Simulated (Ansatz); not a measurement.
# H on Cu(100): change of the work function, part 3 of 4

Wanted: Δφ(θ) for H/Cu(100), starting from the hollow site.

Ansatz 0.2.0; plane-wave DFT, PBE, Ansatz PAW (set soft_1); PAW set soft_1.

So far, work function, upper face (eV): step 2 (the clean slab) 4.57; step 3 (37 atoms, coverage 0.111 ML, cell 3x3) 4.58.

**4. The covered slab, k-mesh 6×6×1, coverage 0.25 ML**

System of this step: Cu16H (H/Cu(100)). The cell holds 17 atoms: 16 Cu and 1 H. Its edges and angles: a = 5.105 Å, b = 5.105 Å, c = 24.016 Å, α = 90.0°, β = 90.0°, γ = 90.0°. Vacuum lies along c.

Another coverage, to see how the dipoles act on each other as their distance changes.

File input.yaml:

```yaml
crystal:
  lattice:
    - [5.1053109602, 0.0, 0.0]
    - [0.0, 5.1053109602, 0.0]
    - [0.0, 0.0, 24.0156622975]
  atoms:
    - { symbol: Cu, position: [0.25, 0.25, 0.3747554362] }
    - { symbol: Cu, position: [0.0, 0.0, 0.4499147209] }
    - { symbol: Cu, position: [0.25, 0.25, 0.5263382666] }
    - { symbol: Cu, position: [0.0, 0.0, 0.6002608681] }
    - { symbol: Cu, position: [0.25, 0.75, 0.3747554362] }
    - { symbol: Cu, position: [0.0, 0.5, 0.4499147209] }
    - { symbol: Cu, position: [0.25, 0.75, 0.5263382666] }
    - { symbol: Cu, position: [0.0, 0.5, 0.6002608681] }
    - { symbol: Cu, position: [0.75, 0.25, 0.3747554362] }
    - { symbol: Cu, position: [0.5, 0.0, 0.4499147209] }
    - { symbol: Cu, position: [0.75, 0.25, 0.5263382666] }
    - { symbol: Cu, position: [0.5, 0.0, 0.6002608681] }
    - { symbol: Cu, position: [0.75, 0.75, 0.3747554362] }
    - { symbol: Cu, position: [0.5, 0.5, 0.4499147209] }
    - { symbol: Cu, position: [0.75, 0.75, 0.5263382666] }
    - { symbol: Cu, position: [0.5, 0.5, 0.6002608681] }
    - { symbol: H, position: [0.25, 0.25, 0.6252445638] }
kpoints:
  mp_grid: { grid: [6, 6, 1] }
hamiltonian:
  xc: pbe
  pseudopotentials: { kind: paw, azcp: { folder: soft_1 } }
scf:
  occupations: { method: fermi_dirac, width: 0.1 }
  convergence: { dr2_threshold: 1.0e-08 }
efield:
  axis: 3
  dipole_correction: true
  ramp_position: 0.97
  ramp_width: 0.06
relax:
  f_tol: 0.02
  max_steps: 60
  constraints: [{ sites: [0, 1, 4, 5, 8, 9, 12, 13] }]
output:
  dos: { projected: true, e_range: [-8, 4] }
  write_potential: true
  write_density: true
  volumetric_format: npy
  elf: true
```

On the command line:

```console
$ ansatz run input.yaml --threads 4 --pin off --max-ram 16384MiB --backend cpu --events-out ev --progress --plain --runs-dir out
```

Numbers of over 12 decimals in the logs are rounded to 6 here.

Log:

```text
[...]
Crystal: 17 atoms, lattice volume = 625.949 Å³
Basis set: ecut = 420 eV, 12249 PW (Γ), exchange–correlation on 72×72×324 points (8 copies of the dense FFT grid, shifted against one another)
Bands: 183, of which v1, the nominal top of the filled ones, is band 153 counted from 1 (152 counted from 0)
Symmetry: 8 space group operations
[...]
k-points: 10 of 36
[...]
SCF iter   1: F=—  HF=-106027.246012 eV  |F-HF|=—  |Δ(HF+E_count)|=         —  Δρ=1.37e-1  dr2=7.25e1  ethr=3.10e-3  p=0.000 e·Å  D=2.48e-7 V/Å  ΔV_dip=-0.00 eV  dr2_dipole=6.07e-5  V_vac-E_F(+/−)=4.36/4.36 eV  ⟨swp⟩=9.2  Hψ=8381  notcnv=0  defer=85
[...]
SCF iter  15: F=-106014.125505 eV  HF=-106014.125505 eV  |F-HF|=1.13e-7  |Δ(HF+E_count)|=   3.81e-9  Δρ=9.38e-7  dr2=4.57e-9  ethr=3.28e-12  p=-0.000 e·Å  D=-7.69e-5 V/Å  ΔV_dip=0.00 eV  dr2_dipole=7.93e-11  V_vac-E_F(+/−)=4.56/4.56 eV  ⟨swp⟩=17.1  Hψ=14757  notcnv=0
SCF 1 converged in 15 iterations: F = -106014.125505 eV  dr2 = 4.57e-9
[...]
relax step   1: F+E_penalty+E_count = -106014.12550483 eV  Δ(F+E_penalty+E_count) = +0.000e0 eV  max|allowed force component| = 3.937e-1 eV/Å  Δτ_max = 0.0000 Å  (15 SCF iters, accepted)
[...]
SCF iter  10: F=-106014.142430 eV  HF=-106014.142430 eV  |F-HF|=3.27e-8  |Δ(HF+E_count)|=   1.79e-8  Δρ=5.21e-7  dr2=1.22e-9  ethr=3.28e-12  p=0.001 e·Å  D=1.93e-4 V/Å  ΔV_dip=-0.00 eV  dr2_dipole=1.83e-12  V_vac-E_F(+/−)=4.56/4.56 eV  ⟨swp⟩=12.6  Hψ=12145  notcnv=0
SCF 2 converged in 10 iterations: F = -106014.142430 eV  dr2 = 1.22e-9
relax step   2: F+E_penalty+E_count = -106014.14242998 eV  Δ(F+E_penalty+E_count) = -1.693e-2 eV  max|allowed force component| = 2.787e-1 eV/Å  Δτ_max = 0.0265 Å  (10 SCF iters, accepted)
SCF iter   1: F=—  HF=-106014.161480 eV  |F-HF|=—  |Δ(HF+E_count)|=         —  Δρ=2.11e-3  dr2=1.30e-2  ethr=2.35e-5  p=0.001 e·Å  D=1.93e-4 V/Å  ΔV_dip=-0.00 eV  dr2_dipole=3.05e-5  V_vac-E_F(+/−)=4.56/4.56 eV  ⟨swp⟩=3.3  Hψ=4841  notcnv=0  defer=184
[...]
SCF iter  10: F=-106014.157130 eV  HF=-106014.157130 eV  |F-HF|=1.21e-7  |Δ(HF+E_count)|=   5.03e-8  Δρ=8.42e-7  dr2=4.51e-9  ethr=3.28e-12  p=0.000 e·Å  D=6.31e-5 V/Å  ΔV_dip=-0.00 eV  dr2_dipole=5.02e-10  V_vac-E_F(+/−)=4.56/4.56 eV  ⟨swp⟩=12.2  Hψ=13330  notcnv=0
SCF 3 converged in 10 iterations: F = -106014.157130 eV  dr2 = 4.51e-9
relax step   3: F+E_penalty+E_count = -106014.15713001 eV  Δ(F+E_penalty+E_count) = -1.470e-2 eV  max|allowed force component| = 2.535e-2 eV/Å  Δτ_max = 0.0388 Å  (10 SCF iters, accepted)
SCF iter   1: F=—  HF=-106014.157364 eV  |F-HF|=—  |Δ(HF+E_count)|=         —  Δρ=4.57e-4  dr2=7.81e-4  ethr=4.91e-6  p=0.000 e·Å  D=6.31e-5 V/Å  ΔV_dip=-0.00 eV  dr2_dipole=3.20e-5  V_vac-E_F(+/−)=4.56/4.56 eV  ⟨swp⟩=2.6  Hψ=3292  notcnv=0  defer=160
[...]
SCF iter   9: F=-106014.157535 eV  HF=-106014.157535 eV  |F-HF|=1.13e-8  |Δ(HF+E_count)|=   1.66e-8  Δρ=4.77e-7  dr2=1.00e-9  ethr=3.28e-12  p=-0.000 e·Å  D=-2.97e-5 V/Å  ΔV_dip=0.00 eV  dr2_dipole=1.73e-11  V_vac-E_F(+/−)=4.56/4.56 eV  ⟨swp⟩=11.4  Hψ=11701  notcnv=0
SCF 4 converged in 9 iterations: F = -106014.157535 eV  dr2 = 1.00e-9
relax step   4: F+E_penalty+E_count = -106014.15753524 eV  Δ(F+E_penalty+E_count) = -4.052e-4 eV  max|allowed force component| = 1.060e-2 eV/Å  Δτ_max = 0.0184 Å  (9 SCF iters, accepted)
[...]
SCF converged after 9 iterations
Free energy (F): -106014.157535 eV
[...]
Internal energy: -106013.975296 eV  (E = F + TS)
E sigma→0 (E₀):  -106014.066416 eV
Entropy (-TS):   -0.182239 eV (-10.720 meV/atom)
Fermi energy:    1.839704 eV
Dipole field:    D = -0.000027 V/Å  (p = -0.000092 e·Å, saw-weighted, corrected)
Work function:   Φ+ = 4.5571 eV   Φ− = 4.5565 eV
[...]
--- Forces (eV/Å), atoms counted from 1 ---
  atom   1  Cu     0.00000000     0.00000000     0.13419763
  atom   2  Cu    -0.07809321    -0.07809321    -0.11459282
  atom   3  Cu    -0.00000000     0.00000000    -0.01060312
  atom   4  Cu    -0.00477075    -0.00477075     0.00050252
  atom   5  Cu     0.00000000     0.00000000     0.10574710
  atom   6  Cu    -0.07809321     0.07809321    -0.11459282
  atom   7  Cu     0.00000000     0.00000000    -0.00105294
  atom   8  Cu    -0.00477075     0.00477075     0.00050252
  atom   9  Cu     0.00000000     0.00000000     0.10574710
  atom  10  Cu     0.07809321    -0.07809321    -0.11459282
  atom  11  Cu     0.00000000     0.00000000    -0.00105294
  atom  12  Cu     0.00477075    -0.00477075     0.00050252
  atom  13  Cu    -0.00000000     0.00000000     0.12261400
  atom  14  Cu     0.07809321     0.07809321    -0.11459282
  atom  15  Cu     0.00000000     0.00000000    -0.00413538
  atom  16  Cu     0.00477075     0.00477075     0.00050252
  atom  17  H     -0.00000000     0.00000000     0.00488929
  max |Σ_I F_I| component: 1.04e-5 eV/Å
--- Band table (eV; the first three rows and the last of 10) ---
  k-point 0: bands = [... 149 lower, 1.4296, 1.4296, 1.5067, 1.5882, 1.7740, 1.8106, 1.8106, 2.8067, ... 26 higher]
  k-point 1: bands = [... 149 lower, 0.9960, 1.6539, 1.6898, 1.7351, 1.9991, 2.0743, 3.0370, 3.2175, ... 26 higher]
  k-point 2: bands = [... 149 lower, 1.0567, 1.8018, 2.0355, 2.1307, 2.4741, 2.8127, 3.1428, 3.1701, ... 26 higher]
  k-point 9: bands = [... 149 lower, 0.6376, 0.6376, 0.6964, 1.6269, 2.0713, 2.0713, 2.1370, 3.8757, ... 26 higher]
--- Relaxed structure (4 steps of the walk, 4 accepted, 0 SCFs on fresh bases) ---
  F+E_penalty+E_count = -106014.15753524 eV   max|allowed force component| = 1.060e-2 eV/Å
  atoms:
    - { symbol: Cu, position: [0.25, 0.25, 0.3747554362] }
    - { symbol: Cu, position: [0.0, 0.0, 0.449915] }
    - { symbol: Cu, position: [0.25, 0.25, 0.523983] }
    - { symbol: Cu, position: [0.00252817, 0.00252817, 0.601405] }
    - { symbol: Cu, position: [0.25, 0.75, 0.3747554362] }
    - { symbol: Cu, position: [0.0, 0.5, 0.449915] }
    - { symbol: Cu, position: [0.25, 0.75, 0.525759] }
    - { symbol: Cu, position: [0.00252817, 0.497472, 0.601405] }
    - { symbol: Cu, position: [0.75, 0.25, 0.3747554362] }
    - { symbol: Cu, position: [0.5, 0.0, 0.449915] }
    - { symbol: Cu, position: [0.75, 0.25, 0.525759] }
    - { symbol: Cu, position: [0.497472, 0.00252817, 0.601405] }
    - { symbol: Cu, position: [0.75, 0.75, 0.3747554362] }
    - { symbol: Cu, position: [0.5, 0.5, 0.449915] }
    - { symbol: Cu, position: [0.75, 0.75, 0.528990] }
    - { symbol: Cu, position: [0.497472, 0.497472, 0.601405] }
    - { symbol: H, position: [0.25, 0.25, 0.625055] }
```

Elapsed: 3.2 min, on 4 threads of Arm Neoverse V1, shared host; peak memory 2.9 GiB.

Relaxation path:

```tsv
step	energy less that of the first step (eV)	largest force component (eV/Å)
1	0.0000	0.3937
2	-0.0169	0.2787
3	-0.0316	0.0254
4	-0.0320	0.0106
```

The run keeps the 8 symmetry operations that it works with, so distortions that break them were not tested.

The atoms that moved most (Å):

```tsv
atom	dx	dy	dz	length
Cu15	0.000	0.000	0.064	0.064
Cu3	0.000	0.000	-0.057	0.057
Cu4	0.013	0.013	0.027	0.033
Cu8	0.013	-0.013	0.027	0.033
Cu12	-0.013	0.013	0.027	0.033
Cu16	-0.013	-0.013	0.027	0.033
Cu7	0.000	0.000	-0.014	0.014
Cu11	0.000	0.000	-0.014	0.014
```

Final coordinates:

```cif
data_structure
_symmetry_space_group_name_H-M 'P 1'
_symmetry_Int_Tables_number 1
_cell_length_a 5.1053
_cell_length_b 5.1053
_cell_length_c 24.0157
_cell_angle_alpha 90.000
_cell_angle_beta 90.000
_cell_angle_gamma 90.000
_cell_volume 625.95
loop_
_atom_site_label
_atom_site_type_symbol
_atom_site_fract_x
_atom_site_fract_y
_atom_site_fract_z
_atom_site_occupancy
Cu1 Cu 0.25000 0.25000 0.37476 1
Cu2 Cu 0.00000 0.00000 0.44991 1
Cu3 Cu 0.25000 0.25000 0.52398 1
Cu4 Cu 0.00253 0.00253 0.60140 1
Cu5 Cu 0.25000 0.75000 0.37476 1
Cu6 Cu 0.00000 0.50000 0.44991 1
Cu7 Cu 0.25000 0.75000 0.52576 1
Cu8 Cu 0.00253 0.49747 0.60140 1
Cu9 Cu 0.75000 0.25000 0.37476 1
Cu10 Cu 0.50000 0.00000 0.44991 1
Cu11 Cu 0.75000 0.25000 0.52576 1
Cu12 Cu 0.49747 0.00253 0.60140 1
Cu13 Cu 0.75000 0.75000 0.37476 1
Cu14 Cu 0.50000 0.50000 0.44991 1
Cu15 Cu 0.75000 0.75000 0.52899 1
Cu16 Cu 0.49747 0.49747 0.60140 1
H17 H 0.25000 0.25000 0.62505 1
```

This step gave:

```yaml
energy_at_zero_smearing: -106014.0664 eV
work_function_upper_face: 4.557 eV
dipole_along_the_normal: -9.19e-5 e·Å
```

The density of states has structure finer than the step of the table below, so its rows give means over 0.25 eV, whole bins alone (the curve runs from -8 to 1.98 eV). Peaks (eV: height): -2.860: 94.7, -2.770: 83.5, -2.320: 76.7, -2.140: 75.2, -1.950: 81.7, -1.680: 104, -1.500: 112.

Table of density of states by energy, zero at the Fermi level; means over each step:

energy (eV), density of states (states/eV a cell) and a bar:
```
    -7.75          2 
    -7.50          3 
    -7.25          4 #
    -7.00          1 
    -6.75          1 
    -6.50          2 
    -6.25          3 #
    -6.00          3 #
    -5.75          5 #
    -5.50          3 #
    -5.25          6 ##
    -5.00          6 ##
    -4.75         11 ####
    -4.50         16 #####
    -4.25         25 #########
    -4.00         38 ##############
    -3.75         28 ##########
    -3.50         31 ###########
    -3.25         41 ##############
    -3.00         49 ##################
    -2.75         66 ########################
    -2.50         47 #################
    -2.25         67 ########################
    -2.00         66 ########################
    -1.75         83 ##############################
    -1.50         57 #####################
    -1.25         11 ####
    -1.00          7 ##
    -0.75          6 ##
    -0.50          4 #
    -0.25          7 ##
     0.00          6 ##
     0.25          6 ##
     0.50          5 ##
     0.75          3 #
     1.00          4 #
     1.25          7 ##
     1.50          2 
     1.75          5 #
```

Projected DOS per atom over height of the atomic layer and energy from the Fermi level. Layers: Cu4 Cu4 Cu4 Cu4 H from below.

Ten even steps from '0' (0.03 states/eV) to '9' (5.71 states/eV), each cell a mean:
```
00000
00000
00000
00000
00000
00000
00000
53320
96690
85480
55660
35440
23320
14420
02100
00100
00000
00000
00000
00000
00000
00000
```
Columns: height of the atomic layer (Å) from 9 to 15.0 (not evenly spaced); rows upwards: energy from the Fermi level (eV) from -7.96 to 1.95.

ELF in the ca plane at fractional y = 0.250, with atoms of Cu and H within 0.2 Å of it. It is the smooth field of the valence electrons, not physical close to the nuclei.

Ten even steps from '0' (0.00) to '9' (0.99), each cell a mean:
```
00111111222222221122222221100000000000000000
00111111122222111112222221000000000000000000
00111143112222114311222221000000000000000000
00111155112222125511222211000000000000000000
00111122112222112211222221000000000000000000
00111111122222211112222221100000000000000000
00112222222222222222222221100000000000000000
00112111222222221122222332100000000000000000
00111111122222111111225675210000000000000000
00111143112222114311148998410000000000000000
00111155112222126411159998510000000000000000
00111122112222112211236886310000000000000000
00111111122222211112223443200000000000000000
00112222222222222222222222100000000000000000
```
Columns run along c (16.0 Å, from fractional 0.28 to 0.95 of the cell), rows up along a (5.1 Å). Atoms in or near the plane, at fractional coordinates: Cu at (0.37, 0.25), Cu at (0.52, 0.25), Cu at (0.37, 0.75), Cu at (0.53, 0.75), H at (0.63, 0.25).

Electrostatic potential energy in the ca plane at fractional y = 0.250, with atoms of Cu and H within 0.2 Å of it. With pseudopotentials it is smooth inside the atoms' cores, unlike the true potential.

Values in eV, 8 rows by 16 columns, each cell a mean:
```
  6   2 -13   1   2  -4  -9   2   3   6   6   6   6   6   6   6
  6  -7 -52 -10   4 -28 -43   2   5   6   6   6   6   6   6   6
  6  -4 -44  -7   4 -22 -35   2   5   6   6   6   6   6   6   6
  6   4  -3   2   2   0  -2   2   3   6   6   6   6   6   6   6
  6   3 -13   1   2  -5  -9   2   2   6   6   6   6   6   6   6
  6  -7 -52 -10   4 -30 -41   1 -14   5   6   6   6   6   6   6
  6  -4 -44  -7   3 -24 -34   2  -7   5   6   6   6   6   6   6
  6   4  -3   2   2   0  -2   2   2   6   6   6   6   6   6   6
```
Columns run along c (16.0 Å, from fractional 0.28 to 0.95 of the cell; values clipped at the 3rd and 97th percentile), rows up along a (5.1 Å). Atoms in or near the plane, at fractional coordinates: Cu at (0.37, 0.25), Cu at (0.52, 0.25), Cu at (0.37, 0.75), Cu at (0.53, 0.75), H at (0.63, 0.25).

Valence density in the ca plane at fractional y = 0.250, with atoms of Cu and H within 0.2 Å of it. It is the smooth field of the valence electrons, not physical close to the nuclei.

Ten steps, logarithmic in the rise over the least value, from '0' (0 e/Å³) to '9' (44 e/Å³), each cell a mean:
```
00000011100000011110000000000000000000000000
00000244210000124421000000000000000000000000
00001588510000158841000000000000000000000000
00001599510000269951000000000000000000000000
00001366310000146631000000000000000000000000
00000122100000112210000000000000000000000000
00000011000110001100010000000000000000000000
00000011100000011110011000000000000000000000
00000244210000134420011100000000000000000000
00001588510000269841011210000000000000000000
00001599510000269941012210000000000000000000
00001366310000147631011110000000000000000000
00000122100000112210011100000000000000000000
00000011000110001100011000000000000000000000
```
Columns run along c (16.0 Å, from fractional 0.28 to 0.95 of the cell), rows up along a (5.1 Å). Atoms in or near the plane, at fractional coordinates: Cu at (0.37, 0.25), Cu at (0.52, 0.25), Cu at (0.37, 0.75), Cu at (0.53, 0.75), H at (0.63, 0.25).

The relaxation took 4 steps and lowered the energy by 0.032 eV; the largest force on the free atoms ends at 0.011 eV/Å.

The covered face has 4.56 eV, -0.01 eV against the clean one; the bare back face has moved by -0.03 eV, a measure of how thin the slab is.

**5. The covered slab, k-mesh 6×6×1, coverage 0.5 ML**

System of this step: Cu8H (H/Cu(100)). The cell holds 18 atoms: 16 Cu and 2 H. Its edges and angles: a = 5.105 Å, b = 5.105 Å, c = 24.016 Å, α = 90.0°, β = 90.0°, γ = 90.0°. Vacuum lies along c.

Another coverage, to see how the dipoles act on each other as their distance changes.

Changes to input.yaml since step 4:

```diff
@@ -23,2 +23,3 @@
     - { symbol: H, position: [0.25, 0.25, 0.6252445638] }
+    - { symbol: H, position: [0.75, 0.75, 0.6252445638] }
 kpoints:
```

Log:

```text
[...]
Crystal: 18 atoms, lattice volume = 625.949 Å³
Basis set: ecut = 420 eV, 12249 PW (Γ), exchange–correlation on 72×72×324 points (8 copies of the dense FFT grid, shifted against one another)
Bands: 184, of which v1, the nominal top of the filled ones, is band 153 counted from 1 (152 counted from 0)
Symmetry: 16 space group operations
[...]
- { symbol: Cu, position: [0.25, 0.75, 0.525865] }
    - { symbol: Cu, position: [0, 0.5, 0.602986] }
[...]
- { symbol: Cu, position: [0.75, 0.75, 0.3747554362] }
    - { symbol: Cu, position: [0.5, 0.5, 0.449915] }
    - { symbol: Cu, position: [0.75, 0.75, 0.526273] }
    - { symbol: Cu, position: [0.5, 0.5, 0.602986] }
    - { symbol: H, position: [0.25, 0.25, 0.626712] }
    - { symbol: H, position: [0.75, 0.75, 0.626712] }
[key lines of the parts left out:]
SCF converged after 12 iterations
Free energy (F): -106030.102491 eV
Fermi energy:    1.848096 eV
Dipole field:    D = -0.000878 V/Å  (p = -0.003037 e·Å, saw-weighted, corrected)
Work function:   Φ+ = 4.6112 eV   Φ− = 4.5901 eV
```

The job ended after 2.6 min (4 threads; peak memory 2.9 GiB).

(Continued in part 4 of 4.)

[Logs are printed without paths, hosts, clocks, repeated set-up lines and the standing remarks that a program may print on its own settings, such as how far it seeks lower states.]

[Hosts, paths, dates, database ids (printed as entryN), source tags and the programs' standing remarks are cut or masked in the printed files.]

[Maps of the electrostatic potential energy from Ansatz leave out the sawtooth potential of an applied field or a dipole correction, so their vacuum need not be flat; planar profiles and work functions include it.]

[The density of states shown here was stored with 400 of the rows of the run's finer table, so its peaks can read low, often by over a quarter, or be missed, and its means over a window can be off by a tenth or more.]
